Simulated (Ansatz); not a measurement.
# Ti (Im-3m, 1 atom in the cell): the cell at rest

Task: relax Ti (Im-3m, 1 atom in the cell) tightly.

Program: Ansatz 0.2.0. Level of theory: DFT PBEsol, scalar-relativistic, plane waves, PAW. Results are calculated unless marked as measured.

This is not the structure that Ti takes at ambient pressure and room temperature (hexagonal, No. 194); it is a model or a phase of other conditions.

## (1) Starting point

The structure is cubic, space group Im-3m (No. 229). The conventional cell has a = 3.282 Å, b = 3.282 Å, c = 3.282 Å, α = 90.00°, β = 90.00°, γ = 90.00°. Ti has 8 Ti at 2.84 Å nearest.

Coordinates:

```cif
data_structure
_symmetry_space_group_name_H-M 'Im-3m'
_symmetry_Int_Tables_number 229
_cell_length_a 3.2820
_cell_length_b 3.2820
_cell_length_c 3.2820
_cell_angle_alpha 90.000
_cell_angle_beta 90.000
_cell_angle_gamma 90.000
_cell_volume 35.35
loop_
_atom_site_label
_atom_site_type_symbol
_atom_site_symmetry_multiplicity
_atom_site_Wyckoff_symbol
_atom_site_fract_x
_atom_site_fract_y
_atom_site_fract_z
_atom_site_occupancy
Ti1 Ti 2 a 0.00000 0.00000 0.00000 1
```

## (2) A coarse first look

First a cheap look: the gap decides the mesh and the occupations, the pressure tells how far the cell has to move.

Contents of input.yaml:

```yaml
crystal:
  lattice:
    - [-1.641, 1.641, 1.641]
    - [1.641, -1.641, 1.641]
    - [1.641, 1.641, -1.641]
  atoms:
    - { symbol: Ti, position: [0.0, 0.0, 0.0] }
kpoints:
  mp_grid: { grid: [8, 8, 8] }
hamiltonian:
  xc: pbesol
scf:
  occupations: { method: gaussian, width: 0.1 }
output:
  forces: true
  stress: true
  eigenvalues: true
```

The run is started by

```console
> ansatz run input.yaml --threads 4 --pin off --max-ram 7168MiB --backend cpu --events-out ev --progress --plain --runs-dir out
```

Numbers of over 12 decimals in the logs are rounded to 6 here.

The log of the run:

```text
Engine: ansatz 0.2.0, aarch64-unknown-linux-gnu
Pseudopotentials: kind: paw
Pseudopotential: Ti, paw, valence charge 12, recommended cutoff 420 eV (normal), Ti.paw.azcp
Functional definition: PBEsol
  exchange = pbesol_x
  correlation = pbesol_c
Crystal: 1 atoms, lattice volume = 17.676 Å³
[...]
k-point 1: bands = ["-43.5360", "-19.6379", "-19.5699", "-19.5400", "7.3440", "13.4803", "13.6141", "14.0833", "15.2279", "15.4642"]
  k-point 2: bands = ["-43.4917", "-19.8704", "-19.6429", "-19.5414", "8.6837", "12.9767", "13.1840", "15.0958", "15.1610", "15.5464"]
  k-point 28: bands = ["-43.3402", "-19.9860", "-19.9860", "-19.9860", "10.6817", "10.6817", "16.6021", "16.6021", "16.6021", "20.9256"]
[key lines of the parts left out:]
SCF converged after 6 iterations
Free energy (F): -2473.774857 eV
Fermi energy:    12.729763 eV
P = ⅓ Tr σ = -6.9245 GPa (-69.245 kbar)
```

Run time: 0.28 s. Hardware: 4 threads of Arm Neoverse V2, shared host; peak memory 0.24 GiB; 0.53 s of CPU time.

This step gave:

```
pressure          : -6.925 GPa
volume per atom   : 17.68 Å³
gap on the k-mesh : 0 eV
```

The coarse mesh shows no gap and a pressure of -6.9 GPa.

## (3) Bringing the structure to rest

The cell and atoms are relaxed, since residual forces and stress would shift the frequencies.

input.yaml, the sections that differ from step 2:

```yaml
kpoints:
  mp_grid: { grid: [18, 18, 18] }
output:
  forces: true
  stress: true
  eigenvalues: true
  write_density: true
  write_potential: true
  elf: true
  volumetric_format: npy
relax:
  adjacent_minimum: "off"
  f_tol: 0.005
  max_steps: 80
  cell: { stress_tol: 0.05 }
# crystal, hamiltonian, scf: as in step 2
```

The log of the run:

```text
[...]
Crystal: 1 atoms, lattice volume = 17.676 Å³
Basis set: ecut = 420 eV, 369 PW (Γ), exchange–correlation on 40×40×40 points (8 copies of the dense FFT grid, shifted against one another)
Bands: 10, of which v1, the nominal top of the filled ones, is band 6 counted from 1 (5 counted from 0)
Symmetry: 48 space group operations
[...]
k-points: 195 of 5832
[...]
SCF iter   1: F=—  HF=-2473.773917 eV  |F-HF|=—  |Δ(HF+E_count)|=         —  Δρ=4.92e-3  dr2=2.50e-3  ethr=1.77e-3  ⟨swp⟩=4.4  Hψ=10350  notcnv=0
[...]
SCF iter   6: F=-2473.772886 eV  HF=-2473.772886 eV  |F-HF|=1.18e-11  |Δ(HF+E_count)|=  8.34e-10  Δρ=6.38e-7  dr2=1.93e-11  ethr=6.94e-11  ⟨swp⟩=4.1  Hψ=8782  notcnv=0
SCF 1 converged in 6 iterations: F = -2473.772886 eV  dr2 = 1.93e-11
[...]
relax step   1: F+E_penalty+E_count = -2473.77288552 eV  Δ(F+E_penalty+E_count) = +0.000e0 eV  max|allowed force component| = 0.000e0 eV/Å  Δτ_max = 0.0000 Å  P = -6.740 GPa  Ω = 17.676 Å³  (6 SCF iters, dr2 threshold 1.00e-7 eV, accepted)
Crystal: 1 atoms, lattice volume = 15.575 Å³
Basis set: ecut = 420 eV, 321 PW (Γ), exchange–correlation on 40×40×40 points (8 copies of the dense FFT grid, shifted against one another)
[...]
iter 1 solved again at ethr=1.24e-5 eV; its pass at ethr=3.10e-3 eV (dr2=1.49e-3 eV) is discarded
[...]
SCF iter   5: F=-2473.776504 eV  HF=-2473.776504 eV  |F-HF|=1.54e-9  |Δ(HF+E_count)|=   1.30e-6  Δρ=5.05e-6  dr2=2.28e-9  ethr=8.33e-10  ⟨swp⟩=7.5  Hψ=11717  notcnv=0
SCF 2 converged in 5 iterations: F = -2473.776504 eV  dr2 = 2.28e-9
relax step   2: F+E_penalty+E_count = -2473.77650359 eV  Δ(F+E_penalty+E_count) = -3.618e-3 eV  max|allowed force component| = 0.000e0 eV/Å  Δτ_max = 0.0000 Å  P = +7.474 GPa  Ω = 15.575 Å³  energy of the carried Pulay correction = +1.268e-4 eV  (5 SCF iters, dr2 threshold 1.00e-7 eV, accepted)
Crystal: 1 atoms, lattice volume = 16.613 Å³
[...]
SCF iter   6: F=-2473.797914 eV  HF=-2473.797914 eV  |F-HF|=1.57e-9  |Δ(HF+E_count)|=   1.74e-7  Δρ=2.04e-6  dr2=2.00e-10  ethr=1.64e-10  ⟨swp⟩=6.9  Hψ=10953  notcnv=0
SCF 3 converged in 6 iterations: F = -2473.797914 eV  dr2 = 2.00e-10
relax step   3: F+E_penalty+E_count = -2473.79791388 eV  Δ(F+E_penalty+E_count) = -2.141e-2 eV  max|allowed force component| = 0.000e0 eV/Å  Δτ_max = 0.0000 Å  P = -0.501 GPa  Ω = 16.613 Å³  energy of the carried Pulay correction = +6.220e-5 eV  (6 SCF iters, dr2 threshold 1.00e-7 eV, accepted)
[...]
relax step   4: F+E_penalty+E_count = -2473.79803398 eV  Δ(F+E_penalty+E_count) = -1.201e-4 eV  max|allowed force component| = 0.000e0 eV/Å  Δτ_max = 0.0000 Å  P = -0.017 GPa  Ω = 16.542 Å³  energy of the carried Pulay correction = +6.652e-5 eV  (4 SCF iters, dr2 threshold 1.00e-7 eV, accepted)
[...]
SCF iter   5: F=-2473.797956 eV  HF=-2473.797956 eV  |F-HF|=4.55e-13  |Δ(HF+E_count)|=  4.18e-11  Δρ=6.38e-8  dr2=7.23e-13  ethr=1.00e-12  ⟨swp⟩=4.6  Hψ=6518  notcnv=0
SCF 5 converged in 5 iterations: F = -2473.797956 eV  dr2 = 7.23e-13
relax step   5: F+E_penalty+E_count = -2473.79795564 eV  Δ(F+E_penalty+E_count) = +7.834e-5 eV  max|allowed force component| = 0.000e0 eV/Å  Δτ_max = 0.0000 Å  P = -0.009 GPa  Ω = 16.542 Å³  stress off target by 8.79e-3 GPa  SCF on the basis re-selected at this cell (its energy is not comparable with the rows above)  (5 SCF iters)
basis re-selected at this cell: Δ(F+E_penalty+E_count) = +7.834e-5 eV, ΔP = +0.008 GPa vs the last step (what re-selecting the basis moved, of the pressure what is left beyond the Pulay correction that the steps carried, after the strain that the cell walked since its last selection, with what the two solves' SCF thresholds leave and, on support functions, any second-order correction that the steps lacked; it is no measure of the basis error at this ecutwfc). This SCF's stress stands 8.79e-3 GPa from its target on what of the cell is left free (relax.cell.stress_tol is 5.00e-2 GPa) and its largest allowed force component is 0.00e0 eV/Å (relax.f_tol is 5.00e-3 eV/Å): [rest of the remark cut]
SCF converged after 5 iterations
Free energy (F): -2473.797956 eV
[...]
Internal energy: -2473.786986 eV  (E = F + TS)
E sigma→0 (E₀):  -2473.792471 eV
Entropy (-TS):   -0.010970 eV (-10.970 meV/atom)
Fermi energy:    13.766523 eV
[...]
--- Stress (GPa, compression-positive) ---
       -0.008786      -0.000000       0.000000
        0.000000      -0.008786      -0.000000
       -0.000000       0.000000      -0.008786
  P = ⅓ Tr σ = -0.0088 GPa (-0.088 kbar)
--- Band table (eV; the first three rows and the last of 195) ---
[...]
--- Relaxed structure (4 steps of the walk, 4 accepted, 1 SCFs on fresh bases) ---
  F+E_penalty+E_count = -2473.79795564 eV   max|allowed force component| = 0.000e0 eV/Å   (the final SCF, on the basis selected at the relaxed cell)
  cell:  # Å, volume = 16.5417 Å³
    - [-1.605116, 1.605116, 1.605116]
    - [1.605116, -1.605116, 1.605116]
    - [1.605116, 1.605116, -1.605116]
  atoms:
    - { symbol: Ti, position: [0.0, 0.0, 0.0] }
```

Wall time 2.9 s (4 threads); peak memory 0.32 GiB; 10 s of CPU time.

The steps of the relaxation:

| step | energy less that of the first step (eV) | largest force component (eV/Å) | pressure (GPa) | volume (Å³) |
| --- | --- | --- | --- | --- |
| 1 | 0.0000 | 0.0000 | -6.74 | 17.68 |
| 2 | -0.0036 | 0.0000 | 7.47 | 15.57 |
| 3 | -0.0250 | 0.0000 | -0.50 | 16.61 |
| 4 | -0.0251 | 0.0000 | -0.02 | 16.54 |
| 5* | -0.0251 | 0.0000 | -0.01 | 16.54 |

Relaxation steps marked * repeat the geometry before them on a plane-wave basis chosen anew for their cell, so energy and pressure can jump there.

| conventional cell, symmetrised | before | after | change |
| --- | --- | --- | --- |
| a (Å) | 3.282 | 3.210 | -2.2 % |
| b (Å) | 3.282 | 3.210 | -2.2 % |
| c (Å) | 3.282 | 3.210 | -2.2 % |
| volume (Å³/atom) | 17.68 | 16.54 | -6.4 % |

Final coordinates:

```
Ti
1.0
    -1.60512    1.60512    1.60512
     1.60512   -1.60512    1.60512
     1.60512    1.60512   -1.60512
Ti
1
Direct
  0.00000 0.00000 0.00000
```

This step gave:

| Quantity | Value |
| --- | --- |
| pressure | -0.008786 GPa |
| volume per atom | 16.54 Å³ |

ELF in the ac plane of the conventional cell at fractional y = 0.000, with atoms of Ti within 0.2 Å of it. It is the smooth field of the valence electrons, not physical close to the nuclei.

Ten even steps from '_' (0.07) to '@' (0.59), each cell a mean:
```
::**@@##::::++##==::--%%@@++
%%@@@@++::--**%%++::::**@@@@
@@%%++::::++%%@@##--..--**%%
==--::::--**%%@@%%**--..::--
..::::==**%%%%@@%%##**--::::
==++**##%%%%%%##%%%%%%##++==
####%%@@@@%%######@@@@@@%%##
++++##%%%%%%%%##%%%%%%%%**++
::::--++##%%%%%%%%%%**++--::
::::..::==##%%@@%%**--::::::
##**==::::++%%@@##==::::++##
@@@@%%==..--##%%**::::++@@@@
==##@@**::::++##++::--%%@@**
__==@@##::::++##==..==@@%%::
```
Columns run along a (3.2 Å), rows up along c (3.2 Å), edges of the conventional cell, whose origin can differ from the input's. Atoms in or near the plane, at fractional coordinates: Ti at (0.00, 0.00).

Valence density in the ac plane of the conventional cell at fractional y = 0.000, with atoms of Ti within 0.2 Å of it. It is the smooth field of the valence electrons, not physical close to the nuclei.

Ten even steps from '_' (0 e/Å³) to '@' (10 e/Å³), each cell a mean:
```
@@##==..______________::++%%
**++::________________..--++
::..____________________..::
____________________________
____________________________
____________________________
____________________________
____________________________
____________________________
____________________________
....______________________..
++==..__________________::==
%%##==..______________..++##
@@%%++..______________::**@@
```
Columns run along a (3.2 Å), rows up along c (3.2 Å), edges of the conventional cell, whose origin can differ from the input's. Atoms in or near the plane, at fractional coordinates: Ti at (0.00, 0.00).

Electrostatic potential energy in the ac plane of the conventional cell at fractional y = 0.000, with atoms of Ti within 0.2 Å of it. With pseudopotentials it is smooth inside the atoms' cores, unlike the true potential.

Ten even steps from '_' (-24 eV) to '@' (16 eV), each cell a mean:
```
______--**%%@@@@@@%%++::____
____..==##@@@@@@@@%%**--..__
::::==**%%@@@@@@@@@@%%**--::
++++##%%@@@@@@@@@@@@@@%%**++
%%%%%%@@@@@@@@@@@@@@@@@@%%%%
@@@@@@@@@@@@@@@@@@@@@@@@@@@@
@@@@@@@@@@@@@@@@@@@@@@@@@@@@
@@@@@@@@@@@@@@@@@@@@@@@@@@@@
%%@@@@@@@@@@@@@@@@@@@@@@@@%%
****##%%@@@@@@@@@@@@@@%%##**
::--++##%%@@@@@@@@@@%%**==--
__..::++##@@@@@@@@%%##==..__
____..--**@@@@@@@@%%++::____
______::**%%@@@@@@%%++::____
```
Columns run along a (3.2 Å; values clipped at the 3rd and 97th percentile), rows up along c (3.2 Å), edges of the conventional cell, whose origin can differ from the input's. Atoms in or near the plane, at fractional coordinates: Ti at (0.00, 0.00).

In this step the volume went from 17.68 to 16.54 Å³/atom.

## (4) Relaxing to small forces for the phonons

Phonons need a cell at rest on their own settings, so the relaxation is repeated with tight tolerances on forces and stress on the k mesh and occupations of the first response run.

Contents of input.yaml:

```yaml
crystal:
  lattice:
    - [-1.6051160627, 1.6051160627, 1.6051160627]
    - [1.6051160627, -1.6051160627, 1.6051160627]
    - [1.6051160627, 1.6051160627, -1.6051160627]
  atoms:
    - { symbol: Ti, position: [0.0, 0.0, 0.0] }
kpoints:
  mp_grid: { grid: [20, 20, 20] }
hamiltonian:
  xc: pbesol
scf:
  occupations: { method: methfessel_paxton, width: 0.2 }
output:
  forces: true
  stress: true
  eigenvalues: true
relax:
  adjacent_minimum: "off"
  f_tol: 0.001
  max_steps: 60
  cell: { stress_tol: 0.01 }
```

The log of the run:

```text
[...]
Crystal: 1 atoms, lattice volume = 16.542 Å³
Basis set: ecut = 420 eV, 321 PW (Γ), exchange–correlation on 40×40×40 points (8 copies of the dense FFT grid, shifted against one another)
Bands: 10, of which v1, the nominal top of the filled ones, is band 6 counted from 1 (5 counted from 0)
[... 1 set-up line as in the run before ...]
[...]
k-points: 256 of 8000
[...]
0.000000      -0.000000      -0.000673
  P = ⅓ Tr σ = -0.0007 GPa (-0.007 kbar)
--- Band table (eV; the first three rows and the last of 256) ---
[...]
--- Relaxed structure (3 steps of the walk, 3 accepted, 1 SCFs on fresh bases) ---
[...]
cell:  # Å, volume = 16.5209 Å³
    - [-1.604445, 1.604445, 1.604445]
    - [1.604445, -1.604445, 1.604445]
    - [1.604445, 1.604445, -1.604445]
  atoms:
    - { symbol: Ti, position: [0.0, 0.0, 0.0] }
[key lines of the parts left out:]
SCF converged after 5 iterations
Free energy (F): -2473.792225 eV
Fermi energy:    13.787649 eV
```

Run time: 2.5 s. Hardware: 4 threads; peak memory 0.34 GiB.

Little changed from the start: no atom moved by 0.005 Å and no cell edge by 0.1 %.

Numbers from this step:

* pressure: -6.73e-4 GPa
* volume per atom: 16.52 Å³

The forces vanish by symmetry and the pressure is -0.001 GPa, within the tolerances set. The cell now holds 16.52 Å³/atom.

## (5) Outcome

- space group after relaxation (within 0.01 Å): Im-3m
- lattice constant a: 3.209 Å
- lattice constant b: 3.209 Å
- lattice constant c: 3.209 Å
- volume per atom: 16.5 Å³

The forces vanish by symmetry and the pressure is -0.001 GPa, within the tolerances set. The cell now holds 16.52 Å³/atom. The relaxation keeps the symmetry of its start, so it says nothing on stability against lower symmetry.

[Logs are printed without paths, hosts, clocks, repeated set-up lines and the standing remarks that a program may print on its own settings, such as how far it seeks lower states.]

[Hosts, paths, dates, database ids (printed as entryN), source tags and the programs' standing remarks are cut or masked in the printed files.]
